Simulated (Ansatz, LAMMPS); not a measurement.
# Glassy 68SiO2-14MgO-11ZnO-7BaO (mol %) (75 atoms): a single point

What does DFT give for glassy 68SiO2-14MgO-11ZnO-7BaO (mol %) (75 atoms) as built?

Method: Kohn-Sham DFT, LDA, PAW (set soft_2), plane waves, in Ansatz 0.2.0.

**1. Starting point**

The cell holds 75 atoms: 19 Si, 4 Mg, 3 Zn, 2 Ba and 47 O. Cell: a = 10.675 Å, b = 10.675 Å, c = 10.675 Å, α = 90.0°, β = 90.0°, γ = 90.0°. 75 atoms (19 Si, 4 Mg, 3 Zn, 2 Ba, 47 O) placed at random at 2.53 g/cm³, melted at 4000 K for 10 ps at fixed volume with the Morse and Coulomb pair potential with partial charges (Pedone, Malavasi, Menziani, Cormack and Segre, J. Phys. Chem. B 110, 11780 (2006)). Quenched from 4000 K to 300 K at 25 K/ps and fixed volume, held 5 ps, then minimised at fixed cell.

Before any run, some limits are plain. The quench rate of 25 K/ps is orders of magnitude faster than experiment, which tends to freeze in extra defects. The starting topology of bonds comes from the classical model, and needn't be the one that DFT or experiment would give. Only the Γ point is sampled, in a cell whose shortest periodic width is 11 Å. No spin–orbit coupling is included, so levels derived from the heavy atoms are approximate.

**2. Making the structure**

A classical potential makes the cell, at a small fraction of what the same run would cost in DFT.

This step: classical MD, Morse and Coulomb pair potential with partial charges (Pedone, Malavasi, Menziani, Cormack and Segre, J. Phys. Chem. B 110, 11780 (2006)) (LAMMPS 22 Jul 2025 - Update 4).

Contents of in.lmp:

```
# melt-quench of Si19Mg4Zn3Ba2O47
units metal
atom_style charge
boundary p p p
region box block 0 10.6753 0 10.6753 0 10.6753
create_box 5 box
mass 1 28.0850   # Si
mass 2 24.3050   # Mg
mass 3 65.3800   # Zn
mass 4 137.3270   # Ba
mass 5 15.9990   # O
create_atoms 1 random 19 432044 NULL overlap 1.5 maxtry 2000
create_atoms 2 random 4 432051 NULL overlap 1.5 maxtry 2000
create_atoms 3 random 3 432058 NULL overlap 1.5 maxtry 2000
create_atoms 4 random 2 432065 NULL overlap 1.5 maxtry 2000
create_atoms 5 random 47 432072 NULL overlap 1.5 maxtry 2000
pair_style hybrid/overlay pedone 5.5 coul/long 8.0
pair_coeff * * coul/long
pair_coeff 1 5 pedone 0.340554 2.006700 2.100000 1   # Si-O
pair_coeff 2 5 pedone 0.038908 2.281000 2.586153 5   # Mg-O
pair_coeff 3 5 pedone 0.001221 3.150679 2.851850 1   # Zn-O
pair_coeff 4 5 pedone 0.065011 1.547596 3.393410 5   # Ba-O
pair_coeff 5 5 pedone 0.042395 1.379316 3.618701 22   # O-O
set type 1 charge 2.4
set type 2 charge 1.2
set type 3 charge 1.2
set type 4 charge 1.2
set type 5 charge -1.2
kspace_style pppm 1.0e-4
neigh_modify delay 0 every 1 check yes
thermo_style custom step time temp pe press density
thermo_modify norm yes
timestep 0.002
thermo 100
# [... 18 lines left out ...]
thermo 1250
fix md all nvt temp 300 300 0.2
run 2500 post no
unfix md
thermo 100
min_style cg
minimize 0 1e-3 2000 20000
write_dump all custom glass.dump id type xs ys zs modify sort id
```

Run with:

```sh
$ lmp -in in.lmp -log none -nocite
```

Output:

```text
LAMMPS (22 Jul 2025 - Update 4)
Created orthogonal box = (0 0 0) to (10.6753 10.6753 10.6753)
Created 19 atoms
Created 4 atoms
Created 3 atoms
Created 2 atoms
Created 47 atoms
PPPM initialization ...
  G vector (1/distance) = 0.38433457
  grid = 12 12 12
  estimated relative force accuracy = 4.9324443e-05
   Step          Time           Temp          PotEng         Press         Density
         0   0              0             -1.3693663      525565.54      2.5300004
        73   0.146          0             -15.16663      -23458.162      2.5300004
Loop time of 0.0301783 s on 1 MPI rank(s) for 73 steps with 75 atoms
Minimization stats:
  Stopping criterion = energy tolerance
  Energy initial, next-to-last, final =
     -1.36936627518677  -15.1651920274402  -15.1666300903107
  Force two-norm initial, final = 271.52322 2.75841
  Iterations, force evaluations = 73 88
   Step          Time           Temp          PotEng         Press         Density
[... 12 lines left out ...]
[... 1 line left out ...]
Loop time of 1.49212 s on 1 MPI rank(s) for 5000 steps with 75 atoms
   Step          Time           Temp          PotEng         Press         Density
[... 12 lines left out ...]
Loop time of 21.0462 s on 1 MPI rank(s) for 74000 steps with 75 atoms
   Step          Time           Temp          PotEng         Press         Density
[... 1 line left out ...]
     81250   162.5          264.98952     -15.272406     -22843.257      2.5300004
     82500   165            296.26097     -15.270454     -25673.447      2.5300004
Loop time of 0.651915 s on 1 MPI rank(s) for 2500 steps with 75 atoms
   Step          Time           Temp          PotEng         Press         Density
     82500   165            296.26097     -15.270454     -25673.447      2.5300004
     82514   165.028        296.26097     -15.307696     -26003.952      2.5300004
Loop time of 0.0191109 s on 1 MPI rank(s) for 14 steps with 75 atoms
Minimization stats:
  Stopping criterion = linesearch alpha is zero
  Energy initial, next-to-last, final =
     -15.2704539676978  -15.3076964716704  -15.3076964716704
  Force two-norm initial, final = 10.024356 0.631335
  Iterations, force evaluations = 14 61
```

It took 24 s on 1 thread of Arm Neoverse V2, shared host; peak memory 0.07 GiB.

**3. Plane-wave single point**

One self-consistent run at the given positions yields energy and forces.

Contents of input.yaml:

```yaml
crystal:
  lattice:
    - [10.6753, 0.0, 0.0]
    - [0.0, 10.6753, 0.0]
    - [0.0, 0.0, 10.6753]
  atoms:
    - { symbol: Si, position: [0.13354, 0.6836, 0.91204] }
    - { symbol: Si, position: [0.13498, 0.39178, 0.85974] }
    - { symbol: Si, position: [0.26686, 0.05212, 0.19227] }
    - { symbol: Si, position: [0.79076, 0.66389, 0.41093] }
    - { symbol: Si, position: [0.4182, 0.68334, 0.00841] }
    - { symbol: Si, position: [0.71924, 0.21651, 0.38978] }
    - { symbol: Si, position: [0.0523, 0.88659, 0.29958] }
    - { symbol: Si, position: [0.09544, 0.655, 0.44415] }
    - { symbol: Si, position: [0.30184, 0.33557, 0.10443] }
    - { symbol: Si, position: [0.93671, 0.19659, 0.96412] }
    - { symbol: Si, position: [0.70067, 0.05251, 0.96628] }
    - { symbol: Si, position: [0.41992, 0.0084, 0.66385] }
    - { symbol: Si, position: [0.19506, 0.3887, 0.35785] }
    - { symbol: Si, position: [0.4275, 0.97568, 0.95965] }
    - { symbol: Si, position: [0.6173, 0.44964, 0.52695] }
    - { symbol: Si, position: [0.68845, 0.89614, 0.70924] }
    - { symbol: Si, position: [0.94356, 0.33573, 0.22294] }
    - { symbol: Si, position: [0.25278, 0.77114, 0.6662] }
    - { symbol: Si, position: [0.83649, 0.9471, 0.4778] }
    - { symbol: Mg, position: [0.35334, 0.3284, 0.61636] }
    - { symbol: Mg, position: [0.53348, 0.41104, 0.91289] }
    - { symbol: Mg, position: [0.90661, 0.65593, 0.14471] }
    - { symbol: Mg, position: [0.45875, 0.51224, 0.25752] }
    - { symbol: Zn, position: [0.5344, 0.62812, 0.73809] }
    - { symbol: Zn, position: [0.41695, 0.16829, 0.40984] }
    - { symbol: Zn, position: [0.9402, 0.90317, 0.03408] }
    - { symbol: Ba, position: [0.08982, 0.07887, 0.68764] }
    - { symbol: Ba, position: [0.58988, 0.88845, 0.24307] }
    - { symbol: O, position: [0.40902, 0.14066, 0.60029] }
    - { symbol: O, position: [0.31962, 0.99383, 0.06062] }
    - { symbol: O, position: [0.44088, 0.35523, 0.06071] }
    - { symbol: O, position: [0.71089, 0.56869, 0.4974] }
    - { symbol: O, position: [0.17258, 0.77901, 0.79648] }
    - { symbol: O, position: [0.45958, 0.82787, 0.96927] }
    - { symbol: O, position: [0.9419, 0.64883, 0.44111] }
    - { symbol: O, position: [0.36097, 0.02795, 0.30391] }
    - { symbol: O, position: [0.27986, 0.42264, 0.23048] }
    - { symbol: O, position: [0.69888, 0.97571, 0.83595] }
    - { symbol: O, position: [0.15474, 0.71551, 0.56787] }
    - { symbol: O, position: [0.94684, 0.4754, 0.17503] }
    - { symbol: O, position: [0.48761, 0.58763, 0.91598] }
    - { symbol: O, position: [0.13581, 0.99047, 0.233] }
    - { symbol: O, position: [0.95765, 0.24379, 0.10307] }
    - { symbol: O, position: [0.81928, 0.28726, 0.29847] }
    - { symbol: O, position: [0.55824, 0.95187, 0.64135] }
    - { symbol: O, position: [0.81398, 0.93904, 0.62713] }
    - { symbol: O, position: [0.12773, 0.76134, 0.33899] }
    - { symbol: O, position: [0.37353, 0.69344, 0.68395] }
    - { symbol: O, position: [0.9913, 0.06008, 0.93765] }
    - { symbol: O, position: [0.51031, 0.45819, 0.42348] }
    - { symbol: O, position: [0.39935, 0.01558, 0.81784] }
    - { symbol: O, position: [0.69349, 0.31724, 0.50346] }
    - { symbol: O, position: [0.98085, 0.93817, 0.4296] }
    - { symbol: O, position: [0.55137, 0.05642, 0.00095] }
    - { symbol: O, position: [0.21137, 0.36583, 0.98964] }
    - { symbol: O, position: [0.55169, 0.45057, 0.66413] }
    - { symbol: O, position: [0.21848, 0.34366, 0.74562] }
    - { symbol: O, position: [0.76833, 0.97304, 0.06776] }
    - { symbol: O, position: [0.06667, 0.3225, 0.3142] }
    - { symbol: O, position: [0.10926, 0.54107, 0.8576] }
    - { symbol: O, position: [0.75838, 0.64604, 0.26979] }
    - { symbol: O, position: [0.26829, 0.19942, 0.15958] }
    - { symbol: O, position: [0.76468, 0.81923, 0.43461] }
    - { symbol: O, position: [0.26619, 0.67488, 0.98901] }
    - { symbol: O, position: [0.01697, 0.73416, 0.98657] }
    - { symbol: O, position: [0.00979, 0.29728, 0.87153] }
    - { symbol: O, position: [0.45474, 0.65985, 0.14953] }
    - { symbol: O, position: [0.27813, 0.30099, 0.44255] }
    - { symbol: O, position: [0.78237, 0.18025, 0.94444] }
    - { symbol: O, position: [0.15576, 0.52068, 0.41965] }
    - { symbol: O, position: [0.7825, 0.07973, 0.43178] }
    - { symbol: O, position: [0.94758, 0.83972, 0.20926] }
    - { symbol: O, position: [0.58658, 0.18091, 0.33855] }
    - { symbol: O, position: [0.66718, 0.7549, 0.72817] }
    - { symbol: O, position: [0.3011, 0.91567, 0.62777] }
kpoints:
  mp_grid: { grid: [1, 1, 1] }
hamiltonian:
  xc: lda
scf:
  occupations: { method: fermi_dirac, width: 0.025 }
output:
  forces: true
  stress: true
  populations: true
  dos:
    method: { smearing: { sigma: 0.08 } }
    de: 0.1
    projected: { site_lists: { Ba: [Ba], Mg: [Mg], O: [O], Si: [Si], Zn: [Zn] } }
  eigenvalues: true
  write_density: true
  write_potential: true
  volumetric_format: npy
```

Run with:

```sh
$ ansatz run input.yaml --threads 8 --pin off --max-ram 15872MiB --backend cpu --events-out ev --progress --plain --runs-dir out
```

Output:

```text
Engine: ansatz 0.2.0, aarch64-unknown-linux-gnu
Pseudopotentials: kind: paw
Pseudopotential: Si, paw, valence charge 4, recommended cutoff 420 eV (normal), Si.paw.azcp
Pseudopotential: Mg, paw, valence charge 10, recommended cutoff 420 eV (normal), Mg.paw.azcp
Pseudopotential: Zn, paw, valence charge 12, recommended cutoff 420 eV (normal), Zn.paw.azcp
[...]
--- Band table (eV) ---
  k-point 0: bands = ["-73.0564", "-71.7344", "-71.1130", "-70.6483", [... 286 levels ...], "11.0244", "11.0330", "11.0941", "11.1185", "11.1610", "11.2111", "11.2386", "11.3033", "11.3353", "11.3613", "11.4069", "11.4379"]
--- Löwdin populations: 75 sites ---
  site symbol       q [e]
     0     Si      2.2862
     1     Si      2.3056
     2     Si      2.2943
[...]
74      O      6.8212
  spilling = 0.012610 (of n_electrons = 454.000000)
[key lines of the parts left out:]
SCF converged after 11 iterations
Free energy (F): -66641.182439 eV
Fermi energy:    3.481157 eV
P = ⅓ Tr σ = -4.7618 GPa (-47.618 kbar)
```

It took 8.4 s on 8 threads of Arm Neoverse V2, shared host; peak memory 1.4 GiB.

Numbers from this run:

```
free energy                                      : -66641.1824 eV
free energy per atom                             : -888.5491 eV/atom
SCF cycles                                       : 11
pressure                                         : -4.762 GPa
r.m.s. force component                           : 0.8257 eV/Å
longest force                                    : 2.914 eV/Å
Fermi energy                                     : 3.481 eV
gap (highest filled to lowest empty level) : 2.14 eV
spilling of the projection                       : 0.01261
```

Length of the force by element:

```
element  coordination  atoms  mean length of the force (eV/Å)  spread  least   most
     Ba           all      2                            0.725   0.255  0.469  0.980
     Mg           all      4                            0.932   0.633   0.21   1.62
      O           all     47                             1.24   0.659  0.156   2.59
     Si           all     19                             1.53   0.562  0.571   2.91
     Zn           all      3                             1.17   0.320  0.895   1.62
```

Löwdin charges by element (they lack the spilled electrons, 0.076 e an atom on average):

```
element  coordination  atoms  mean charge (e)  spread  least    most
     Ba           all      2             1.84  0.0151   1.83    1.86
     Mg           all      4             1.63  0.0171   1.61    1.65
      O           all     47           -0.872   0.102  -1.05  -0.767
     Si           all     19             1.69  0.0238   1.64    1.75
     Zn           all      3             1.47  0.0068   1.47    1.48
```

Density of states as counts of states in windows of 1 eV (from the Fermi level), total and the larger projections:

```
from (eV)  to (eV)  total   O p  Si p  Zn d  O s
      -18      -17   10.7   0.2   1.4   0.0  8.5
      -17      -16    2.0   0.0   0.3   0.0  1.6
      -16      -15    0.0   0.0   0.0   0.0  0.0
      -15      -14    1.5   0.0   0.0   0.0  0.0
      -14      -13    4.5   0.0   0.0   0.0  0.0
      -13      -12    6.0   0.1   0.0   0.0  0.0
      -12      -11    1.9   1.3   0.1   0.0  0.1
      -11      -10    9.2   6.1   0.5   0.0  0.5
      -10       -9   10.8   7.4   1.0   0.1  0.6
       -9       -8   13.8   9.9   1.9   0.1  0.5
       -8       -7   26.9  20.0   4.8   1.0  0.2
       -7       -6   29.6  13.1   1.6  13.6  0.4
       -6       -5   46.0  30.2   2.9   9.4  1.7
       -5       -4   49.8  42.5   2.2   2.2  1.2
       -4       -3   57.2  51.6   1.5   1.9  0.6
       -3       -2   42.7  39.8   0.7   1.0  0.2
       -2       -1   24.0  22.4   0.5   0.5  0.1
       -1        0    0.1   0.1   0.0   0.0  0.0
        0        1    0.3   0.0   0.0   0.0  0.0
        1        2    1.7   0.1   0.0   0.0  0.2
        2        3    5.8   0.4   0.3   0.0  0.6
        3        4   16.9   1.0   1.4   0.0  0.9
        4        5   15.7   1.0   2.2   0.0  1.2
```

The curve was stored every 0.100 eV, coarse against its broadening of 0.08 eV, so these counts are rough.

Between -26 and -18 eV lie 81 more states.

About 36 of the 454 electrons lie in deeper levels, below the stored range.

The levels nearest the highest filled one (over half full), pooled over k-points and spins:

```
level less the highest filled one (eV)  occupation
                                -0.571           2
                                -0.466           2
                                -0.405           2
                                -0.356           2
                                -0.121           2
                                     0           2
                                  2.14           0
                                  3.36           0
                                  3.96           0
                                  4.02           0
                                  4.17           0
                                  4.37           0
```

Electrostatic potential energy in the ac plane at fractional y = 0.646, with atoms of Si and Mg and Zn and O within 0.2 Å of it. With pseudopotentials it is smooth inside the atoms' cores, unlike the true potential.

Values in eV, 13 rows by 16 columns, each cell a mean:
```
  4 -17 -31 -13 -21  -4 -20 -18   0   8   9   8   8   8   8   8
  4 -18 -32  -5   7   8   6   0   2   7   8   9   9   9   9   9
  8   5   3   6   8   9   8  -1 -19 -10   6   9  10   9   9   9
  9   9   8   7   7   0  -5 -10 -35 -23   4  10  10  10   9   9
  9   9   8   6   7   1  -3   5  -4   1   8  10  10  10   9   9
  6   3   0   6   8   9  10   9   8   8   9   8   8   8   9   9
-11 -34 -21   4   8   9   9   9   9   9   8   0 -12  -7  -9 -18
-17 -41 -27   2   8   8   8   8   8   8   6 -11 -45 -36 -22 -32
  4  -1   3   7   8   8   7   6   7   8   8  -4 -28 -10   5   6
  7   8   9   9   9   8   7   5   6   8   9 -16 -38  -2   3   4
  4   8   9   9   9   9  -5 -28   0   9   9   7   2  -7 -34 -18
  4   8   9   9   9   6  -9 -26   1   9   9   8   5  -9 -35 -18
  6   5   4  -2 -18  -8 -37 -28   3   8   8   8   6   3   2   4
```
Columns run along a (10.7 Å; values clipped at the 3rd and 97th percentile), rows up along c (10.7 Å). Atoms in or near the plane, at fractional coordinates: Si at (0.79, 0.41), Si at (0.10, 0.44), Mg at (0.91, 0.14), Zn at (0.53, 0.74), O at (0.94, 0.44), O at (0.76, 0.27), O at (0.45, 0.15).

Valence density in the ac plane at fractional y = 0.646, with atoms of Si and Mg and Zn and O within 0.2 Å of it. It is the smooth field of the valence electrons, not physical close to the nuclei.

Values in e/Å³, 13 rows by 16 columns, each cell a mean:
```
 0  0  0  1  3  1  0  1  1  0  0  0  0  0  0  0
 0  0  0  0  0  0  0  1  1  0  0  0  0  0  0  0
 0  0  0  0  0  0  0  0  3  1  0  0  0  0  0  0
 0  0  0  0  0  1  1  1 11  3  0  0  0  0  0  0
 0  0  0  0  0  1  1  0  0  0  0  0  0  0  0  0
 0  0  1  0  0  0  0  0  0  0  0  0  0  0  0  0
 1  0  0  0  0  0  0  0  0  0  0  1  0  0  2  3
 1  0  0  0  0  0  0  0  0  0  0  0  0  0  3  4
 0  0  0  0  0  0  0  0  0  0  0  1  2  1  0  0
 0  0  0  0  0  0  0  0  0  0  0  2  5  1  0  0
 0  0  0  0  0  0  1  4  1  0  0  0  1  1  8  2
 0  0  0  0  0  0  1  3  1  0  0  0  0  0  8  2
 0  0  0  1  3  1  0  0  0  0  0  0  0  0  0  0
```
Columns run along a (10.7 Å), rows up along c (10.7 Å). Atoms in or near the plane, at fractional coordinates: Si at (0.79, 0.41), Si at (0.10, 0.44), Mg at (0.91, 0.14), Zn at (0.53, 0.74), O at (0.94, 0.44), O at (0.76, 0.27), O at (0.45, 0.15).

Mean Löwdin charges: Ba +1.84, Mg +1.63, O -0.87, Si +1.69, Zn +1.47 e (they miss 1.3 % of the electrons, so they add up to more than the cell's charge).

**4. Structure statistics**

Bonds and neighbours are counted at the geometry of the runs.

Density 2.53 g/cm³, 16.22 Å³ an atom.

Pair distribution functions g(r), in bins of 0.2 Å:

```
r (Å)  total   O-O   O-Si  O-Mg  O-Zn  O-Ba  Si-Si
 1.50   1.53  0.00   4.83  0.00  0.00  0.00   0.00
 1.70   3.45  0.00  10.88  0.00  0.00  0.00   0.00
 1.90   0.40  0.00   0.00  2.71  4.45  0.00   0.00
 2.10   0.57  0.00   0.00  4.20  5.75  0.00   0.00
 2.30   0.03  0.00   0.00  0.52  0.00  0.00   0.00
 2.50   1.03  2.54   0.00  0.40  0.00  0.00   0.00
 2.70   1.81  4.48   0.00  0.72  0.00  0.00   0.00
 2.90   0.51  0.63   0.00  0.29  0.00  3.09   1.21
 3.10   0.80  0.27   0.33  0.26  0.70  2.09   5.21
 3.30   0.83  0.77   0.24  0.23  0.95  2.36   1.53
 3.50   0.83  0.76   1.01  0.61  0.85  1.23   0.00
 3.70   0.92  0.57   1.19  1.31  1.50  0.78   0.00
 3.90   1.22  0.81   2.06  1.35  0.45  0.34   0.35
 4.10   1.12  0.84   1.71  1.06  1.22  0.61   0.95
 4.30   1.21  0.80   1.92  1.25  1.52  0.56   0.43
 4.50   0.85  0.89   0.51  2.04  1.52  1.01   0.81
 4.70   0.97  1.01   0.83  1.04  1.57  1.16   0.86
 4.90   1.00  1.24   0.70  0.65  0.58  1.91   1.35
 5.10   1.08  1.52   0.71  0.79  0.39  1.79   0.83
```

A closer look about Si12, which bears the longest force: 13 atoms, nearest first, numbered in the order of the input, with positions taken from that point.

```
atom      x      y      z  distance (Å)  Löwdin charge (e)     Fx     Fy  Fz (eV/Å)
Si12   0.00   0.00   0.00          0.00               1.67   1.05  -2.06       1.77
 O29  -0.12   1.41  -0.68          1.57              -1.00  -0.98   1.98      -0.82
 O45   1.48  -0.60  -0.24          1.61              -0.79   0.06   0.19      -0.56
 O75  -1.27  -0.99  -0.39          1.65              -0.82  -1.04   0.76      -0.36
 O51  -0.22   0.08   1.64          1.66              -0.80  -0.63   0.67      -0.48
Si18  -1.78  -2.53   0.03          3.10               1.67   1.01  -0.46       0.92
Si16   2.87  -1.20   0.48          3.14               1.69  -1.28   0.94      -0.14
Si14   0.08  -0.35   3.16          3.18               1.71   0.82  -0.70      -0.25
Zn25  -0.03   1.71  -2.71          3.20               1.47   0.49  -0.31      -0.81
 O48  -0.50  -3.36   0.21          3.41              -0.98   1.42  -1.11       0.04
 O38   2.98  -0.35   1.84          3.52              -0.80   0.42   0.38      -0.16
Mg20  -0.71   3.42  -0.51          3.53               1.61  -0.35   0.15      -0.11
Ba27  -3.52   0.75   0.25          3.61               1.86   0.03  -0.11       0.97
```

**5. Summary of results**

* free energy per atom: -888.5491 eV/atom
* pressure: -4.762 GPa
* r.m.s. force component: 0.8257 eV/Å
* gap (highest filled to lowest empty level): 2.14 eV
* wall time of the 1 DFT run: 8.4 s

In words: Between filled and empty levels lie 2.14 eV (at Γ alone); a local or semilocal functional tends to put such gaps too low. In a disordered cell it changes from sample to sample, and tail or defect levels can set it.

What to keep in mind: The geometry was minimised with a classical potential after classical dynamics and isn't relaxed at this level: its force components are 0.83 eV/Å r.m.s. The stress is far from hydrostatic: its diagonal is -5.4, -6.1, -2.8 GPa, compression counted positive. The pressure of -4.8 GPa belongs to a cell and atoms that aren't relaxed at this level.

[Logs are printed without paths, hosts, clocks, repeated set-up lines and the standing remarks that a program may print on its own settings, such as how far it seeks lower states.]

[Hosts, paths, dates, database ids (printed as entryN), source tags and the programs' standing remarks are cut or masked in the printed files.]
